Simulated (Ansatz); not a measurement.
# What YBiS3 (model cell, started as cubic perovskite with Y in the octahedra) distorts into

Wanted: the energy along a soft mode of YBiS3 (model cell, started as cubic perovskite with Y in the octahedra) and the structure at the end.

Main program and level: Ansatz 0.2.0; DFT PBEsol, scalar-relativistic, plane waves, PAW; PAW set soft_1.

This is a report of a sequence of runs, with most program output left out.

The structure was built from a prototype and need not be the compound's stable phase.

In doubt: the program warns that the response may not be converged on this k-mesh (step 8), which bears on the force constants and all frequencies.

### 1. The starting structure

The structure is cubic, space group Pm-3m (No. 221). The conventional cell has a = 5.100 Å, b = 5.100 Å, c = 5.100 Å, α = 90.00°, β = 90.00°, γ = 90.00°. Bi has 12 S at 3.61 Å nearest. Y has 6 S at 2.55 Å nearest. Nearest to S lie 2 Y at 2.55 Å. Farther neighbours and most contacts between anions are not listed.

Coordinates:

```cif
data_structure
_symmetry_space_group_name_H-M 'P 1'
_symmetry_Int_Tables_number 1
_cell_length_a 5.1005
_cell_length_b 5.1005
_cell_length_c 5.1005
_cell_angle_alpha 90.000
_cell_angle_beta 90.000
_cell_angle_gamma 90.000
_cell_volume 132.69
loop_
_atom_site_label
_atom_site_type_symbol
_atom_site_fract_x
_atom_site_fract_y
_atom_site_fract_z
_atom_site_occupancy
Bi1 Bi 0.00000 0.00000 0.00000 1
Y2 Y 0.50000 0.50000 0.50000 1
S3 S 0.50000 0.50000 0.00000 1
S4 S 0.50000 0.00000 0.50000 1
S5 S 0.00000 0.50000 0.50000 1
```

### 2. Response at finite wavevector

The cell comes from relaxations at this level that are not shown. Stability and thermal properties need the whole zone. Linear response on a 2×2×2 q mesh gives force constants as far as a supercell of that size would.

input.yaml reads:

```yaml
crystal:
  lattice:
    - [5.100470251, 0.0, 0.0]
    - [0.0, 5.100470251, 0.0]
    - [0.0, 0.0, 5.100470251]
  atoms:
    - { symbol: Bi, position: [0.0, 0.0, 0.0] }
    - { symbol: "Y", position: [0.5, 0.5, 0.5] }
    - { symbol: S, position: [0.5, 0.5, 0.0] }
    - { symbol: S, position: [0.5, 0.0, 0.5] }
    - { symbol: S, position: [0.0, 0.5, 0.5] }
kpoints:
  mp_grid: { grid: [8, 8, 8] }
hamiltonian:
  xc: pbesol
  pseudopotentials: { kind: paw, azcp: { folder: soft_1 }, xc_functional: pbe }
scf:
  occupations: { method: methfessel_paxton, width: 0.2 }
output:
  eigenvalues: true
phonons:
  method: dfpt
  qmesh: [2, 2, 2]
  temperatures: { t_max: 1000, t_step: 50 }
  qpath:
    path:
      - [[0.0, 0.0, 0.0], [0.0, 0.5, 0.0], [0.5, 0.5, 0.0], [0.0, 0.0, 0.0], [0.5, 0.5, 0.5], [0.0, 0.5, 0.0]]
      - [[0.5, 0.5, 0.5], [0.5, 0.5, 0.0]]
    npoints: 10
```

Started as:

```bash
$ ansatz run input.yaml --threads 8 --pin off --max-ram 16384MiB --backend cpu --events-out ev --progress --plain --runs-dir out
```

Elapsed: 46 s, on 8 threads of AMD EPYC 9B45 (Zen 5), shared host; peak memory 1.6 GiB.

This step gave:

- volume per atom: 26.54 Å³
- gap on the k-mesh: 0 eV
- sum-rule residual before enforcement: 2.66e-5 eV/Å²
- lowest frequency on the path: -242.2 cm⁻¹
- point group: m-3m
- highest frequency on the path or at a solved wavevector: 434.0 cm⁻¹
- highest optical mode at the zone centre (no LO-TO term): 409.9 cm⁻¹
- lowest optical zone-centre mode: -192.3 cm⁻¹
- lowest mode on the q mesh (acoustic modes at Γ apart): -242.2 cm⁻¹

Frequencies (cm⁻¹) solved at each irreducible wavevector; negative means imaginary. Frequencies by wavevector, by row:

```tsv
q in reciprocal lattice units	star	mode 1	mode 2	mode 3	mode 4	mode 13	mode 14	mode 15
0 0 0	1	-192.3	-192.3	-192.3	-169.8	409.9	409.9	409.9
0 0 -0.5	3	-200.3	-175.1	-175.1	-149.9	407.1	410.5	410.5
0 -0.5 -0.5	3	-242.2	-181.1	-181.1	-129.9	388.8	411.2	422
-0.5 -0.5 -0.5	1	-232.1	-232.1	-232.1	-123.9	389.7	389.7	434
```

Interpolated from a 2×2×2 q mesh. Phonon branches along the path, in cm⁻¹:

```tsv
point	branch 1	branch 2	branch 3	branch 4	branch 12	branch 13	branch 14	branch 15
Γ	-192	-192	-192	-170	0	410	410	410
halfway	-196	-182	-182	-162	133	409	410	410
X	-200	-175	-175	-150	197	407	410	410
halfway	-222	-178	-174	-154	195	396	411	418
M	-242	-181	-181	-130	194	389	411	422
halfway	-210	-178	-173	-165	134	402	410	416
Γ	-192	-192	-192	-170	0	410	410	410
halfway	-212	-195	-195	-143	136	402	402	423
R	-232	-232	-232	-124	193	390	390	434
halfway	-222	-205	-196	-140	194	395	402	426
X	-200	-175	-175	-150	197	407	410	410
jump to R	-232	-232	-232	-124	193	390	390	434
halfway	-237	-210	-210	-129	194	389	400	430
M	-242	-181	-181	-130	194	389	411	422
```

Symmetry leaves 4 wavevectors to solve. The lowest mode among them, the acoustic zeros apart, lies at q = (0, -0.5, -0.5) and is imaginary, 242.2i cm⁻¹, so the energy falls along it.

### 3. The mode frozen in, largest atomic shift 0 Å

The mode followed lies at q = (-0.5, -0.5, -0.5) with frequency 232.1i cm⁻¹ and is 3-fold degenerate, one of the unstable modes though not the softest. At small amplitude the distorted cell has space group no. 167 by a symmetry search on the positions. The undistorted cell that holds it gives the zero of energy on the same k mesh.

System of this step: YBiS3 (model cell, started as cubic perovskite with Y in the octahedra). Symmetry: Pm-3m, No. 221, cubic system. The conventional cell has a = 5.100 Å, b = 5.100 Å, c = 5.100 Å, α = 90.00°, β = 90.00°, γ = 90.00°. Bi has 12 S at 3.61 Å nearest. Nearest to Y lie 6 S at 2.55 Å. Nearest to S lie 2 Y at 2.55 Å. Farther neighbours and most contacts between anions are not listed.

input.yaml, the sections that differ from step 2:

```yaml
crystal:
  lattice:
    - [5.100470251, 5.100470251, 0.0]
    - [5.100470251, 0.0, 5.100470251]
    - [5.100470251, 0.0, -5.100470251]
  atoms:
    - { symbol: Bi, position: [0.0, 0.0, 0.0] }
    - { symbol: Bi, position: [0.0, 0.5, 0.5] }
    - { symbol: "Y", position: [0.5, 0.25, 0.75] }
    - { symbol: "Y", position: [0.5, 0.75, 0.25] }
    - { symbol: S, position: [0.5, 0.0, 0.0] }
    - { symbol: S, position: [0.5, 0.5, 0.5] }
    - { symbol: S, position: [0.0, 0.5, 0.0] }
    - { symbol: S, position: [0.0, 0.0, 0.5] }
    - { symbol: S, position: [0.5, 0.0, 0.5] }
    - { symbol: S, position: [0.5, 0.5, 0.0] }
output:
  forces: true
  stress: true
  eigenvalues: true
# kpoints, hamiltonian, scf: as in step 2
# phonons: removed
```

It took 1.5 s on 8 threads; peak memory 1.2 GiB.

Numbers from this step:

```
pressure                         : -0.02632 GPa
energy from the undistorted cell : 0 meV/atom
```

The run ends at a pressure of -0.03 GPa.

### 4. The mode frozen in, largest atomic shift 0.6 Å

The atoms are moved along the unstable eigenvector, the largest shift by 0.6 Å, with the cell fixed.

input.yaml, the sections that differ from step 3:

```yaml
crystal:
  lattice:
    - [5.100470251, 5.100470251, 0.0]
    - [5.100470251, 0.0, 5.100470251]
    - [5.100470251, 0.0, -5.100470251]
  atoms:
    - { symbol: Bi, position: [0.0, 0.0, 0.0] }
    - { symbol: Bi, position: [0.0, 0.5, 0.5] }
    - { symbol: "Y", position: [0.5, 0.25, 0.75] }
    - { symbol: "Y", position: [0.5, 0.75, 0.25] }
    - { symbol: S, position: [0.5831813633, 0.0, 0.0] }
    - { symbol: S, position: [0.4168186367, 0.5, 0.5] }
    - { symbol: S, position: [0.0, 0.4168186367, 0.0] }
    - { symbol: S, position: [0.0, 0.0831813633, 0.5] }
    - { symbol: S, position: [0.5831813633, -0.0831813633, 0.5] }
    - { symbol: S, position: [0.4168186367, 0.5831813633, 0.0] }
# kpoints, hamiltonian, scf, output: as in step 3
```

It took 2.8 s on 8 threads; peak memory 1.4 GiB.

This step gave:

- pressure: -2.817 GPa
- gap on the k-mesh: 0.2786 eV
- energy from the undistorted cell: -374.3 meV/atom

The energy, extrapolated to zero smearing, is -374.33 meV/atom against the undistorted cell.

The run ends at a pressure of -2.82 GPa, with forces up to 1.3 eV/Å.

### 5. Energy along the mode, all amplitudes (two of the runs are shown above)

An imaginary frequency means negative curvature, so the energy should fall and then rise again as anharmonic terms take over.

Numbers from this step:

| Quantity | Value |
| --- | --- |
| depth at the lowest point sampled | 374.3 meV/atom |
| largest atomic shift at that point | 0.6 Å |

The energy from the parent by largest atomic shift:

```tsv
largest atomic shift (Å)	energy from the parent (meV/atom)
0.000	0
0.040	-2.98
0.080	-11.6
0.140	-33.4
0.220	-76.7
0.320	-147
0.450	-253
0.600	-374
```

Displacement at unit largest shift by atom:

```tsv
atom	x (Å)	y (Å)	z (Å)	size
Bi1	0.000	0.000	0.000	0.000
Bi2	0.000	0.000	0.000	0.000
Y3	0.000	0.000	0.000	0.000
Y4	0.000	0.000	0.000	0.000
S5	0.707	0.707	0.000	1.000
S6	-0.707	-0.707	0.000	1.000
S7	-0.707	0.000	-0.707	1.000
S8	0.707	0.000	0.707	1.000
S9	0.000	0.707	-0.707	1.000
S10	0.000	-0.707	0.707	1.000
```

The lowest of the steps tried is the last one, at 0.6 Å, 374 meV/atom below the parent; the bottom of the well need not coincide with a step.

### 6. Relaxation from the frozen mode

Starting from the lowest point found, all atoms and the cell are let go, so that strain and other modes of the same symmetry can join in.

Edit input.yaml of step 4 so:

```diff
@@ -27 +27,6 @@
   eigenvalues: true
+relax:
+  adjacent_minimum: "off"
+  f_tol: 0.002
+  max_steps: 120
+  cell: { stress_tol: 0.03 }
```

It took 20 s on 8 threads; peak memory 1.5 GiB; 2.5 min of CPU time.

The steps of the relaxation:

```tsv
step	energy less that of the first step (eV)	largest force component (eV/Å)	pressure (GPa)	volume (Å³)
1	0.0000	0.8927	-2.82	265.38
2	-1.2897	0.4306	-0.62	254.88
3	-1.3303	0.5059	0.02	254.72
4	-1.5201	0.0062	0.14	249.46
5	-1.5202	0.0082	0.09	249.85
6	-1.5204	0.0005	-0.04	250.21
7	-1.5204	0.0005	0.00	250.11
8*	-1.5193	0.0005	0.00	250.11
```

Relaxation steps marked * repeat the geometry before them on a plane-wave basis chosen anew for their cell, so energy and pressure can jump there.

The run keeps the 12 symmetry operations that it works with, so distortions that break them were not tested.

```tsv
conventional cell, symmetrised	before	after	change
a (Å)	7.213	7.212	-0.0 %
b (Å)	7.213	7.212	-0.0 %
c (Å)	17.669	16.656	-5.7 %
volume (Å³/atom)	26.54	25.01	-5.8 %
```

The atoms that moved most (Å, as changes of fractional coordinates times the final cell):

```tsv
atom	dx	dy	dz	length
S9	0.000	0.217	-0.217	0.307
S5	0.217	0.217	0.000	0.307
S8	0.217	0.000	0.217	0.307
S10	0.000	-0.217	0.217	0.307
S7	-0.217	0.000	-0.217	0.307
S6	-0.217	-0.217	0.000	0.307
```

Numbers from this step:

| Property | Result |
| --- | --- |
| pressure | -0.001284 GPa |
| volume per atom | 25.01 Å³ |
| gap on the k-mesh | 0.2906 eV |

The distorted start has space group R-3c; the relaxation ends in R-3c.

### 7. The new phase in its own primitive cell

The relaxed structure is symmetrised, reduced to its primitive cell and relaxed tightly, as its phonons need.

input.yaml reads:

```yaml
crystal:
  lattice:
    - [3.6061262649, 2.0819979698, 5.5520590504]
    - [-3.6061262649, 2.0819979698, 5.5520590504]
    - [0.0, -4.1639959396, 5.5520590504]
  atoms:
    - { symbol: Bi, position: [0.75, 0.75, 0.75] }
    - { symbol: Bi, position: [0.25, 0.25, 0.25] }
    - { symbol: "Y", position: [0.5, 0.5, 0.5] }
    - { symbol: "Y", position: [0.0, 0.0, 0.0] }
    - { symbol: S, position: [0.3757286618, 0.75, 0.1242713382] }
    - { symbol: S, position: [0.6242713382, 0.25, 0.8757286618] }
    - { symbol: S, position: [0.1242713382, 0.3757286618, 0.75] }
    - { symbol: S, position: [0.8757286618, 0.6242713382, 0.25] }
    - { symbol: S, position: [0.25, 0.8757286618, 0.6242713382] }
    - { symbol: S, position: [0.75, 0.1242713382, 0.3757286618] }
kpoints:
  mp_grid: { grid: [6, 6, 6] }
hamiltonian:
  xc: pbesol
  pseudopotentials: { kind: paw, azcp: { folder: soft_1 }, xc_functional: pbe }
scf:
  occupations: { method: fixed }
output:
  forces: true
  stress: true
  eigenvalues: true
relax:
  adjacent_minimum: "off"
  f_tol: 0.001
  max_steps: 60
  cell: { stress_tol: 0.01 }
```

Wall time 2.9 s (8 threads); peak memory 1.2 GiB; 20 s of CPU time.

Little changed from the start: no atom moved by 0.005 Å and no cell edge by 0.1 %.

This step gave:

```yaml
pressure: -8.13e-4 GPa
gap_on_the_k_mesh: 0.2929 eV
direct_gap_on_mesh: 0.7082 eV
```

The largest force component left is 0.96 meV/Å and the pressure is -0.001 GPa, within the tolerances set. The cell now holds 25.01 Å³/atom.

### 8. Modes of the new phase, k-mesh 6×6×6, occupations fixed

A relaxed structure may still be a saddle point, so its zone-centre modes are computed. The response to a homogeneous field gives the Born charges and the dielectric tensor.

Edit input.yaml of step 7 so:

```diff
@@ -24,9 +24,6 @@
 output:
-  forces: true
-  stress: true
   eigenvalues: true
-relax:
-  adjacent_minimum: "off"
-  f_tol: 0.001
-  max_steps: 60
-  cell: { stress_tol: 0.01 }
+phonons:
+  method: dfpt
+  dielectric: true
+  rigid_motions: translations
```

It took 90 s on 8 threads; peak memory 6 GiB.

Numbers from this step:

* sum-rule residual before enforcement: 5.01e-5 eV/Å²
* miss of the charge sum rule: 0.01795 e
* estimated error of the dielectric tensor: 0.07982
* estimated error of the Born charges: 0.04111 e
* point group: -3m
* highest optical mode at the zone centre (no LO-TO term): 346.8 cm⁻¹
* lowest optical zone-centre mode: -139.5 cm⁻¹
* mean high-frequency dielectric constant: 14.18
* largest Born charge (third of the trace): 5.758 e
* top of the zone-centre spectrum with the field: 346.8 cm⁻¹

Patterns of degenerate modes are one choice out of their space. The modes at Γ (shares of kinetic energy by element, %) (negative means imaginary):

```tsv
mode	frequency (cm⁻¹)	symmetry	Bi %	Y %	S %
1	-139.5	A2u	34	2	64
2	-122.0	Eu	6	1	94
3	-122.0	Eu	6	1	94
4	-75.0	A2g	97	0	3
5	-45.5	Eg	43	0	57
6	-45.5	Eg	43	0	57
7	0.0	acoustic	53	23	24
8	0.0	acoustic	53	23	24
9	0.0	acoustic	53	23	24
10	71.3	A2u	13	55	32
11	80.7	Eu	25	59	17
12	80.7	Eu	25	59	17
13	99.8	Eg	51	0	49
14	99.8	Eg	51	0	49
15	105.8	A2g	3	0	97
16	158.0	A1u	0	95	5
17	165.0	Eu	16	40	44
18	165.0	Eu	16	40	44
19	188.1	Eu	1	60	39
20	188.1	Eu	1	60	39
21	209.2	Eg	5	0	95
22	209.2	Eg	5	0	95
23	252.2	A1g	0	0	100
24	269.1	A1u	0	5	95
25	281.2	A2u	0	20	80
26	292.7	Eg	1	0	99
27	292.7	Eg	1	0	99
28	310.1	Eu	0	18	82
29	310.1	Eu	0	18	82
30	346.8	A2g	0	0	100
```

Displacements in mode 1 (-139.5 cm⁻¹), the largest set to 1:
```
Bi1  0.00  0.00  0.54
Bi2  0.00  0.00  0.54
Y3   0.00  0.00 -0.19
Y4   0.00  0.00 -0.19
S5   0.38 -0.22 -1.00
S6   0.38 -0.22 -1.00
S7   0.00  0.44 -1.00
S8   0.00  0.44 -1.00
S9  -0.38 -0.22 -1.00
S10 -0.38 -0.22 -1.00
```

Displacements in mode 19 (188.1 cm⁻¹), the largest set to 1:
```
Bi1  0.07  0.01  0.00
Bi2  0.07  0.01  0.00
Y3   0.40  0.85  0.00
Y4   0.53 -0.78  0.00
S5  -0.42 -0.42  0.13
S6  -0.42 -0.42  0.13
S7  -1.00 -0.01  0.01
S8  -1.00 -0.01  0.01
S9  -0.36  0.29 -0.14
S10 -0.36  0.29 -0.14
```

Optical modes at the zone centre, without and with the macroscopic field of the longitudinal modes; each column is sorted by frequency, so a row need not hold one and the same mode. Modes with and without the field, by row:

```tsv
rank among optical modes	no field (cm⁻¹)	q along (1, 0, 0) (cm⁻¹)	q along (0, 0, 1) (cm⁻¹)
1	-139.5	-139.5	-122
2	-122	-122	-122
3	-122	-118.4	-80.8
4	-75	-75	-75
5	-45.5	-45.5	-45.5
6	-45.5	-45.5	-45.5
7	71.3	71.3	80.7
8	80.7	80.7	80.7
9	80.7	80.7	85
10	99.8	99.8	99.8
11	99.8	99.8	99.8
12	105.8	105.8	105.8
13	158	158	158
14	165	165	165
15	165	172.4	165
16	188.1	188.1	188.1
17	188.1	209.2	188.1
18	209.2	209.2	209.2
19	209.2	242.9	209.2
20	252.2	252.2	252.2
21	269.1	269.1	269.1
22	281.2	281.2	292.7
23	292.7	292.7	292.7
24	292.7	292.7	304.1
25	310.1	310.1	310.1
26	310.1	340	310.1
27	346.8	346.8	346.8
```

Born charge (rows field, columns displacement) (e), principal values of the symmetric part by kind of site:

```tsv
atom	atoms with these values	low	middle	high	mean
Bi1	2	5.04	6.12	6.12	5.76
Y3	2	3.03	4.94	4.94	4.30
S5	6	-3.92	-3.72	-2.41	-3.35
```

In full for Bi1:

```
6.12 0.00 0.00
0.00 6.12 0.00
0.00 0.00 5.04
```

High-frequency dielectric tensor:

```
14.90  0.00  0.00
 0.00 14.90  0.00
 0.00  0.00 12.74
```

Transverse modes; imaginary modes are left out. Infrared lines, with heights relative to the strongest:

```tsv
position (cm⁻¹)	label	relative intensity
71	A2u	2.4
81	Eu	0.1
100	Eg	0.0
106	A2g	0.0
158	A1u	0.0
165	Eu	58
188	Eu	100
209	Eg	0.0
252	A1g	0.0
269	A1u	0.0
281	A2u	23
293	Eg	0.0
310	Eu	53
347	A2g	0.0
```

Before it was imposed, the acoustic sum rule was missed by 5.0e-5 eV/Å² and the charge sum rule by 0.018 e. Small misses are needed for a sound result but don't prove that mesh and cutoff are converged. The lowest optical mode is imaginary, 139.5i cm⁻¹, so the energy falls along it.

The log warns of the k mesh: “the force constants stand on the 6×6×6 k-mesh, whose period is 13.90 times the interband length at k = (0.3333, 0.3333, -0.5000), direct gap 0.708 eV, under 14: take them and everything formed from them as unconverged”.

### 9. What came out

```yaml
unstable_mode_of_the_parent: q = (-0.5, -0.5, -0.5), 232i cm⁻¹
depth_at_the_lowest_point_sampled: 374 meV/atom
largest_atomic_shift_at_that_point: 0.6 Å
space_group_reached_within_0p01_a: R-3c
energy_gained_over_the_parent_first_relaxation_on_the_mesh_of_the_frozen_mode: 526 meV/atom
volume_per_atom_phase_reached: 25.0 Å³
gap_on_the_k_mesh_phase_reached: 0.293 eV
lowest_optical_zone_centre_mode_phase_reached: -139 cm⁻¹
highest_optical_mode_at_the_zone_centre_no_lo_to_term_phase_reached: 347 cm⁻¹
```

**Reading.** Along this mode the structure falls into R-3c, 526 meV/atom below the parent. At the parent's cell the well is 374.3 meV/atom deep on the steps tried, with its lowest point at a shift of 0.6 Å. That is the last step tried, so the steps alone don't bracket the bottom of the well. Relaxing atoms and cell changes the gain by +151.66 meV/atom against the lowest step (energies at zero smearing). The new phase still has an imaginary mode at the zone centre of its cell, so it is a saddle point on the way to a lower structure. Of the 4 patterns followed to their end from this parent, this one ends 78.5 meV/atom above the lowest, Imma. Each path keeps the symmetry of its pattern, so a lower phase may lie along a pattern not tried. With the field response the log warns that the k mesh is coarse for the force constants too, so the frequencies may not be converged. With no gap, or one that is small against the smearing, the frequencies hang on the k mesh and the smearing, most of all near Kohn anomalies. A semilocal functional can close a gap that the real compound would have, so the metallic treatment may be an artefact of the level. Spin-orbit coupling is left out, which can matter for the heavy elements here. The PAW files were made for PBE and serve the other functionals too. The starting cell was built on a prototype and not taken from a measurement, so the phase need not exist.

[Logs are printed without paths, hosts, clocks, repeated set-up lines and the standing remarks that a program may print on its own settings, such as how far it seeks lower states.]

[Hosts, paths, dates, database ids (printed as entryN), source tags and the programs' standing remarks are cut or masked in the printed files.]
